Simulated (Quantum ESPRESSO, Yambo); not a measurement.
# A GW chain in Yambo: PtS2 (1T monolayer), part 2 of 2

Aim: the G0W0 gap of PtS2 (1T monolayer) on PBE, step by step.

Quantum ESPRESSO 7.5 and Yambo 5.3.0; PBE and many-body steps on it, plane waves. Known limits of the many-body steps: not at the basis limit; no spin polarisation; d states lean on the start; no spin-orbit coupling.

So far. Step 3 (Bands along the symmetry lines): The gap is 1.767 eV, as in the run before at this level. Step 4 (Empty states on the mesh, 6×6×1 mesh, 128 bands): On this mesh the gap is 2.039 eV. The earlier step found 1.767 eV, so this mesh misses an edge.

## 5. Conversion and set-up

This step: Yambo 5.3.0; conversion and set-up on PBE, plane waves, norm-conserving pseudopotentials.

The states are converted to the many-body program's format and the q mesh is built.

Started as:

```console
(cd o/x.save; p2y > p2y.log; mv SAVE ../..); yambo > setup.log
```

The log of the run:

```text
 Yambo, version 5.3.0

 [02] CORE Variables Setup
 =========================

  [02.01] Unit cells
  ==================

  Cell kind             :  HCP
  Atoms in the cell     :  Pt  S
  number of Pt atoms    :  1
  number of S  atoms    :  2

  List of atomic masses
  Mass of Pt    :  195.0800
  Mass of S     :  32.06000

  List of atomic coordinates    : [cc]
  Pt1       :   0.00000   0.00000  14.17295  order 1
  S1       : -0.71559E-09   3.8988       16.493      order 2
  S2       :   3.37650   1.94942  11.85264  order 3

  Alat factors          :   6.75299   5.84826  28.34589 [a.u.]
  Direct lattice volume :   1119.47    [a.u.]
  Direct lattice vectors:  A[ 1 ]  A[ 2 ]  A[ 3 ]
   A[ 1 ]:   1.0000      0.96938E-10   0.0000      [iru]
    6.7530      0.56692E-09   0.0000      [cc]
   A[ 2 ]: -0.500000  1.000000  0.000000  [iru]
  -3.376497  5.848264  0.000000  [cc]
   A[ 3 ]:  0.000000  0.000000  1.000000  [iru]
    0.00000   0.00000  28.34589  [cc]

  Recip. lattice volume :  0.221578 [a.u.]
  Recip. lattice vectors:  B[ 1 ]  B[ 2 ]  B[ 3 ]
   B[ 1 ]:  1.000000  0.500000  0.000000  [iku]
   0.930430  0.537184 -0.000000  [cc]
   B[ 2 ]: -0.96938E-10   1.0000       0.0000      [iku]
  -0.90194E-10   1.0744       0.0000      [cc]
   B[ 3 ]:  0.000000  0.000000  1.000000  [iku]
   0.000000 -0.000000  0.221661  [cc]

  [02.02] Symmetries
  ==================

  Inversion symmetry    : yes
  Spatial inversion     : yes
  Inversion index       :   7
  K-space Time-reversal : no
  Magnetic symmetries   : no
  Group table correct   : yes
  Symmetries units      :  [cc]

   [S  1]:   1.0000      0.42209E-26   0.0000      0.84723E-18   1.0000       0.0000       0.0000       0.0000       1.0000
   [S  2]:   1.0000      0.16790E-09   0.0000      0.19388E-09  -1.0000       0.0000       0.0000       0.0000      -1.0000
   [S  3]: -0.500000  0.866025  0.000000 -0.866025 -0.500000  0.000000  0.000000  0.000000  1.000000
[...]
[S 11]:  0.500000  0.866025  0.000000  0.866025 -0.500000  0.000000  0.000000  0.000000  1.000000
   [S 12]:  0.500000 -0.866025  0.000000 -0.866025 -0.500000  0.000000  0.000000  0.000000  1.000000

  [02.03] Reciprocal space
  ========================

  nG shells         :   4653
  nG charge         :  100255
  nG WFs            :  15311
  nC WFs            :  12619
  G-vecs. in first 80 shells:  [ Number ]
     1    3    5    7    9   15   27   29   41
    53   55   67   79   81   93   95  101  113
   125  137  149  151  163  175  181  193  205
[...]
787   811   823   835   837   849   861   885
  ...
  Shell energy in first 80 shells:  [ mHa ]
[...]
4703.99      4728.93      4765.22      4815.10      4924.34      5194.20      5218.76      5243.71      5269.03
    5281.12      5292.46      5392.24      5415.30      5527.54      5587.27      5612.21      5808.37      5846.16
[...]
K/Q-points units:
  rlu = crystal or reduced units; cc = cartesian coordinates; iku = interal k-units

  K [1]          [rlu]:  0.000000  0.000000  0.000000
         WF components:  12619
  K [2]          [rlu]: -0.10886E-25  0.16667       0.0000
         WF components:  12560
  K [3]          [rlu]:  0.47242E-26  0.33333       0.0000
         WF components:  12540
  K [4]          [rlu]: -0.67625E-26 -0.50000       0.0000
         WF components:  12518
  K [5]          [rlu]:  0.166667  0.166667  0.000000
         WF components:  12521
  K [6]          [rlu]:  0.166667  0.333333  0.000000
         WF components:  12506
  K [7]          [rlu]:  0.333333  0.333333  0.000000
         WF components:  12492

  [02.05] Energies & Occupations
  ==============================

  [X] === General ===
  [X] Electronic Temperature                        :  0.000000  0.000000 [eV K]
  [X] Bosonic    Temperature                        :  0.000000  0.000000 [eV K]
  [X] Finite Temperature mode                       : no
  [X] El. density                                   :  0.18084E+24 [cm-3]
  [X] Fermi Level                                   : -0.891555 [eV]

  [X] === Gaps and Widths ===
  [X] Conduction Band Min                           :  2.039191 [eV]
  [X] Valence Band Max                              :  0.000000 [eV]
  [X] Filled Bands                                  :  15
  [X] Empty Bands                                   :   16  128
  [X] Direct Gap                                    :  2.064824 [eV]
  [X] Direct Gap localized at k                     :  2
  [X] Indirect Gap                                  :  2.039191 [eV]
  [X] Indirect Gap between kpts                     :   5   2
  [X] Last valence band width                       :  1.366429 [eV]
  [X] 1st conduction band width                     :  1.156563 [eV]

  E @ K [1]:  [eV]
  -98.63536 -52.78141 -52.78141 -52.67635 -13.98565 -11.76251  -5.52509  -5.52509
[...]
occ @ K [1]
[...]
E @ K [2]:  [eV]
[...]
occ @ K [2]
[...]
E @ K [3]:  [eV]
[...]
occ @ K [3]
[...]
E @ K [4]:  [eV]
[...]
occ @ K [4]
[...]
E @ K [5]:  [eV]
[...]
occ @ K [5]
[...]
E @ K [6]:  [eV]
[...]
occ @ K [6]
[...]
E @ K [7]:  [eV]
[...]
occ @ K [7]
[...]
0.000000  0.000000  0.000000  0.000000  0.000000  0.000000  0.000000  0.000000
   0.000000  0.000000  0.000000  0.000000  0.000000  0.000000  0.000000  0.000000

 [03] Transferred momenta grid and indexing
 ==========================================

 IBZ Q-points                                      :   7
 BZ  Q-points                                      :   36

 K/Q-points units:
 rlu = crystal or reduced units; cc = cartesian coordinates; iku = interal k-units

 Q [1]          [rlu]:  0.000000  0.000000  0.000000
 Q [2]          [rlu]:  0.16305E-18  0.16667       0.0000
 Q [3]          [rlu]:  0.32610E-18  0.33333       0.0000
 Q [4]          [rlu]: -0.48915E-18 -0.50000       0.0000
 Q [5]          [rlu]:  0.166667  0.166667  0.000000
 Q [6]          [rlu]:  0.166667  0.333333  0.000000
 Q [7]          [rlu]:  0.333333  0.333333  0.000000

  [03.01] X indexes
  =================

   [03.01.01] Sigma indexes
   ========================

 [06] Game Over & Game summary
```

The job ended after 2.5 s (1 MPI rank of Arm Neoverse V2, shared host; peak memory 0.25 GiB).

## 6. Screening and self-energy, 6×6×1 mesh, 128 bands, screening to 129.3 eV

Now the one-shot GW correction: screening in the RPA, then the self-energy of the levels asked for.

This step: G0W0 on PBE, plane waves, norm-conserving pseudopotentials.

Input file gw1.in:

```
HF_and_locXC
gw0
dyson
ppa
em1d
rim_cut
rim_w
RandQpts= 3000000
RandGvec= 100 RL
CUTGeo= "slab z"
RandGvecW= 9 RL
EXXRLvcs= 76 Ry
VXCRLvcs= 304 Ry
Chimod= "HARTREE"
% BndsRnXp
 1 | 128 |
%
NGsBlkXp= 9.5 Ry
% LongDrXp
 1 | 1 | 0 |
%
% GbndRnge
 1 | 128 |
%
DysSolver= "n"
ExtendOut
PPAPntXp= 27.21138 eV
% QPkrange
 5 | 5 | 14 | 17 |
 2 | 2 | 14 | 17 |
 1 | 1 | 14 | 17 |
%
```

Started as:

```console
OMP_NUM_THREADS=2 mpirun -n 8 yambo -F gw1.in -J gw1 -C gw1 > gw1.log
```

The log of the run:

```text
 Yambo, version 5.3.0

 [02] CORE Variables Setup
 =========================

  [... cell, symmetries and grids as in the set-up ...]

  [02.05] Energies & Occupations
  ==============================

  [X] === General ===
  [X] Electronic Temperature                        :  0.000000  0.000000 [eV K]
  [X] Bosonic    Temperature                        :  0.000000  0.000000 [eV K]
  [X] Finite Temperature mode                       : no
  [X] El. density                                   :  0.18084E+24 [cm-3]
  [X] Fermi Level                                   : -0.891555 [eV]

  [X] === Gaps and Widths ===
  [X] Conduction Band Min                           :  2.039191 [eV]
  [X] Valence Band Max                              :  0.000000 [eV]
  [X] Filled Bands                                  :  15
  [X] Empty Bands                                   :   16  128
  [X] Direct Gap                                    :  2.064824 [eV]
  [X] Direct Gap localized at k                     :  2
  [X] Indirect Gap                                  :  2.039191 [eV]
  [X] Indirect Gap between kpts                     :   5   2
  [X] Last valence band width                       :  1.366429 [eV]
  [X] 1st conduction band width                     :  1.156563 [eV]

 [03] Transferred momenta grid and indexing
 ==========================================

 IBZ Q-points                                      :   7
 BZ  Q-points                                      :   36

 K/Q-points units:
 rlu = crystal or reduced units; cc = cartesian coordinates; iku = interal k-units

 Q [1]          [rlu]:  0.000000  0.000000  0.000000
 Q [2]          [rlu]:  0.16305E-18  0.16667       0.0000
 Q [3]          [rlu]:  0.32610E-18  0.33333       0.0000
 Q [4]          [rlu]: -0.48915E-18 -0.50000       0.0000
 Q [5]          [rlu]:  0.166667  0.166667  0.000000
 Q [6]          [rlu]:  0.166667  0.333333  0.000000
 Q [7]          [rlu]:  0.333333  0.333333  0.000000

 [04] Coloumb potential Random Integration (RIM)
 ===============================================

 Performing RIM of v_slab

  [04.01] RIM initialization
  ==========================

  * Diagonal components only detected *

  8 x (sBL volume)        :  0.049240 [a.u.]
  sBZ random points       :  3000000
  Points outside the sBZ  :  24000829
  RL volume               :  0.221578 [a.u.]
  Integrated volume       :  0.221570 [a.u.]

  [04.02] RIM integrals
  =====================

  Gamma point sphere radius             :  0.042044 [a.u.]
  Points outside the sphere             :  2398884
  [Int_sBZ(q=0) 1/q^2]*(Vol_sBZ)^(-1/3) =:  7.536468
                                 should be <:  7.795600

  Summary of Coulomb integrals for non-metallic bands |Q|[au] RIM/Bare

  Q [1] 0.100000E-4 0.966759 * Q [2] 0.179061 1.020037
  Q [5] 0.310143 1.030808 * Q [3] 0.358123 1.027036
  Q [6] 0.473752 1.018570 * Q [4] 0.537184 1.015129
  Q [7] 0.620286 1.011471
  Non-periodic chartesian directions : none
  Optical renormalization            :  28.34589 [au]
  Polarizability dimension           : length

 [05] Coloumb potential CutOffslab
 =================================

 Cut directionsZ
 Slab Cutoff:Z
 Symmetry test passed : yes

 [06] Dipoles
 ============

  [06.01] Setup: observables and procedures
  =========================================

  [WARNING] [x,Vnl] slows the Dipoles computation. To neglect it rename the ns.kb_pp file

 [07] Dynamic Dielectric Matrix (PPA)
 ====================================

 [SLK-Inversion]  Pools        :  2
 [SLK-Inversion]  BLACS grid   :  2  2

 [WR./gw1//ndb.pp]---------------------------------------------------------------
  Brillouin Zone Q/K grids (IBZ/BZ)                :    7   36    7   36
  RL vectors                                       :  15319 [WF]
  Coulomb cutoff potential                         : slab z
  Electronic Temperature                           :  0.000000 [K]
  Bosonic    Temperature                           :  0.000000 [K]
  PPA    diel. fun.  energies                      : Perdew, Burke & Ernzerhof(X)+Perdew, Burke & Ernzerhof(C)
  wavefunctions                                    : Perdew, Burke & Ernzerhof(X)+Perdew, Burke & Ernzerhof(C)
  Global Gauge                                     : length
  X matrix size                                    :   617
  X band range                                     :    1  128
  X e/h energy range                               : -1.000000 -1.000000 [eV]
  X Time ordering                                  : R
  X Hxc Kernel                                     : HARTREE
  X Drude frequency                                :  0.000000  0.000000
  X poles                                          :  100.0000 [o/o]
  RL vectors in the sum                            :  15319
  [r,Vnl] included                                 : yes
  Field direction                                  :  0.707107E-5  0.707107E-5   0.00000
  BZ energy Double Grid                            : no
  BZ energy DbGd points                            : 0
  BZ Q point size factor                           : -1.000000
  X Optical Averaged directions                    : none

 [08] Local Exchange-Correlation + Non-Local Fock
 ================================================

 [VXC] Plane waves :  100255
 [EXS] Plane waves :  12631

 QP @ state[ 1 ] K range:  1  2
 QP @ state[ 1 ] b range:  14  17
 QP @ state[ 2 ] K range:   5   5
 QP @ state[ 2 ] b range:  14  17

 [xc] Functional : Perdew, Burke & Ernzerhof(X)+Perdew, Burke & Ernzerhof(C)
 [xc] LIBXC used to calculate xc functional
  PP Number of Atomic Species                      :  2
  NLCC RL compoments                               :  100255
  PP Number of Atomic Species                      :  2
  NLCC RL compoments                               :  100255

 [xc] E_xc :  -16.11413 [Ha]
      E_xc :  -32.22826 [Ry]

  Local XC kind (lXC) : Perdew, Burke & Ernzerhof(X)+Perdew, Burke & Ernzerhof(C)
  Non-Local XC kind (nlXC) : Hartree-Fock

  Corrections @ K [1] :  [eV]
 <14|nlXC|14> = -15.91072 -0.13637E-17 <14|lXC|14> = -13.81681  0.23602E-15
 <15|nlXC|15> = -15.91073 -0.31091E-17 <15|lXC|15> = -13.81681  0.000000
 <16|nlXC|16> = -13.04602 -0.39738E-17 <16|lXC|16> = -16.89907  0.23602E-16
 <17|nlXC|17> = -13.04603  0.13780E-20 <17|lXC|17> = -16.89907  0.000000

  Corrections @ K [2] :  [eV]
 <14|nlXC|14> = -17.52418 -0.60720E-17 <14|lXC|14> = -15.09466  0.94408E-16
 <15|nlXC|15> = -19.68536 -0.66709E-18 <15|lXC|15> = -16.66487 -0.47204E-16
 <16|nlXC|16> = -12.69861 -0.39773E-17 <16|lXC|16> = -16.07135 -0.18882E-15
 <17|nlXC|17> = -12.70941  0.15415E-17 <17|lXC|17> = -16.55165  0.28323E-15

  Corrections @ K [5] :  [eV]
 <14|nlXC|14> = -20.78679 -0.40661E-17 <14|lXC|14> = -17.35330 -0.75527E-15
 <15|nlXC|15> = -17.62249 -0.24725E-17 <15|lXC|15> = -15.01165  0.14161E-15
 <16|nlXC|16> = -12.08922 -0.18197E-17 <16|lXC|16> = -15.64452  0.18882E-15
 <17|nlXC|17> = -12.79495  0.60619E-18 <17|lXC|17> = -16.45292  0.000000

 [09] Dyson equation: Newton solver
 ==================================

  [09.01] RIM-W interpolation
  ===========================

  [WARNING] RIM-W works only for 2D semiconductors with slab cutoff
  Found compatible q grid: 2D
  q_min[ 1 ]:  0.16667      0.43391E-11   0.0000     [rlu]
   0.166667  0.083333  0.000000 [iku]
  q_min[ 2 ]:  0.16305E-18  0.16667       0.0000     [rlu]
  -0.16156E-10  0.16667       0.0000     [iku]
  G-vectors :   9
  G-vectors loaded:   63
  Number of interpolated frequencies:  2

  Evaluating coefficients q = 0
  Evaluating coefficients q = 0

  [09.02] RIM-W integrals
  =======================

  8 x (sBL volume)        :  0.049240 [a.u.]
  sBZ random points       :  3000000
  Points outside the sBZ  :  24000829
  RL volume               :  0.221578 [a.u.]
  Integrated volume       :  0.221570 [a.u.]

  [09.03] RIM integrals
  =====================

  Comparison between head Wc = W - v averages: < Wc > [au] RIM-W/RIM

   < -Wc [Q = 1] > 0.357203E-1 0.440272E-4 * < -Wc [Q = 2] > 0.005437 0.005247
   < -Wc [Q = 3] > 0.973785E-3 0.953858E-3 * < -Wc [Q = 4] > 0.325999E-3 0.322450E-3
   < -Wc [Q = 5] > 0.001428 0.001394 * < -Wc [Q = 6] > 0.459811E-3 0.454099E-3
   < -Wc [Q = 7] > 0.212786E-3 0.210476E-3

  Comparison between head Wc = W - v averages: < Wc > [au] RIM-W/RIM

   < -Wc [G = 1,G`=0] > 0.357203E-1 0.440272E-4 * < -Wc [G = 2,G`=0] >-0.002270 0.000000
   < -Wc [G = 3,G`=0] >-0.002269 0.000000 * < -Wc [G = 4,G`=0] > 0.489251E-4  0.00000
   < -Wc [G = 5,G`=0] > 0.488802E-4  0.00000 * < -Wc [G = 6,G`=0] > 0.117274E-3  0.00000
   < -Wc [G = 7,G`=0] > 0.117316E-3  0.00000 * < -Wc [G = 8,G`=0] >-0.308777E-4  0.00000
   < -Wc [G = 9,G`=0] >-0.308788E-4  0.00000

 [10] G0W0 (W PPA)
 =================

 [  GW  ] Bands range     :    1  128
 [GW/PPA] G damping       :  0.100000 [eV]

 QP @ state[ 1 ] K range:  1  2
 QP @ state[ 1 ] b range:  14  17
 QP @ state[ 2 ] K range:   5   5
 QP @ state[ 2 ] b range:  14  17

  Sc/G bands                                       :    1  128
  Sc/G damping                                     :  0.100000 ev
  Sc bands terminator                              : no
  Sx RL components                                 :  12631

  QP @ state[ 1 ] K range                          :  1  2
  QP @ state[ 1 ] b range                          :  14  17
  QP @ state[ 2 ] K range                          :   5   5
  QP @ state[ 2 ] b range                          :  14  17
  GF energies kind                                 : Perdew, Burke & Ernzerhof(X)+Perdew, Burke & Ernzerhof(C)
  GF WF`s kind                                     : Perdew, Burke & Ernzerhof(X)+Perdew, Burke & Ernzerhof(C)
  Xs energies kind                                 : Perdew, Burke & Ernzerhof(X)+Perdew, Burke & Ernzerhof(C)
  Xs WF`s kind                                     : Perdew, Burke & Ernzerhof(X)+Perdew, Burke & Ernzerhof(C)

 [14] Game Over & Game summary
```

The job ended after 1.9 min (8 MPI ranks; peak memory 5.4 GiB).

Numbers from this step:

```
G0W0 gap on the points computed              : 3.272 eV
starting gap on the mesh                     : 2.039 eV
k of the valence top                         : 0, 0.1667, 0
k of the conduction bottom                   : 0, 0.1667, 0
least direct G0W0 gap on the computed points : 3.272 eV
Z at the valence top                         : 0.7472
Z at the conduction bottom                   : 0.7538
```

The gap on the mesh goes from 2.04 eV to 3.27 eV, a correction of +1.23 eV. The start differs from the 1.77 eV found before because the two sample other k points.

Limits: finite bands, cutoff and mesh; no spin polarisation; d states lean on the start; no spin-orbit coupling. v1 is the top filled band, c1 the lowest empty one. The levels before and after the correction (eV, zero at the valence-band top of each column):

```csv
,conduction bottom,valence top
Kohn-Sham,2.04,0.00
G0W0,3.27,0.00
```

```csv
,level,energy (eV)
Kohn-Sham,(0 0.167 0) v2,-0.225
Kohn-Sham,(0 0.167 0) v1,-0.026
Kohn-Sham,(0 0.167 0) c1,2.039
Kohn-Sham,(0 0.167 0) c2,2.864
G0W0,(0 0.167 0) v2,-0.327
G0W0,(0 0.167 0) v1,0.000
G0W0,(0 0.167 0) c1,3.272
G0W0,(0 0.167 0) c2,4.173
```

## 7. Where the time went

Times are wall times on the hardware named with each run, good to a factor of about two.

```csv
step,time,share,memory (GiB)
ground state,8.2 s,6 %,1.3
bands along the symmetry lines,4 s,3 %,1.6
empty states on the mesh,10 s,7 %,1.3
conversion and set-up,2.5 s,2 %,0.25
screening and self-energy,1.9 min,82 %,5.4
```

## 8. Summary of results

```yaml
pbe_gap: 1.77 eV, indirect
g0w0_gap_on_the_mesh: 3.27 eV
g0w0_gap_over_the_zone_rigid_shift: 3.00 eV
gw_settings: 6×6×1 mesh, 128 bands, screening to 129.3 eV, Godby-Needs plasmon pole
known_limits: not at the basis limit; no spin polarisation; d states lean on the start; no spin-orbit coupling
```

**Reading.** G0W0 moves the gap on the mesh from 2.04 eV to 3.27 eV (+1.23 eV), with Z of 0.75 and 0.75 at the edges. The mesh misses the band edges by 0.27 eV in all; a rigid shift gives 3.00 eV for the zone. Only 3 of the mesh's irreducible points were corrected, so a valley elsewhere could overtake. The dearest step here is «screening and self-energy». Bands and cutoff are finite, so the gap is not at the basis limit. The miss can reach some tenths of an eV and take either sign; the mesh is an error of its own. In the G0W0 run levels were corrected at 3 k points alone, so a gap called «on the mesh» is the least over those, and an edge elsewhere would be missed. A denser mesh or path gives a starting gap of 1.77 eV: the GW mesh misses a band edge, so its gaps are not the fundamental one. The runs have no spin polarisation. For a closed low-spin shell that is the natural state; where a d or f shell is open it is a constraint, and the gap is then not the crystal's own. With d states at the gap, one-shot GW leans hard on its start. The many-body steps are scalar-relativistic: spin-orbit coupling is not in them.

[Paths, hosts, dates, memory and timing lines, banners, echoed tables and standing remarks are left out of the program output.]

[Logs are printed without paths, hosts, clocks, repeated set-up lines and the standing remarks that a program may print on its own settings, such as how far it seeks lower states.]

[Runs of the session that timed out or met a known fault of the program may be left out.]

[Hosts, paths, dates, database ids (printed as entryN), source tags and the programs' standing remarks are cut or masked in the printed files.]
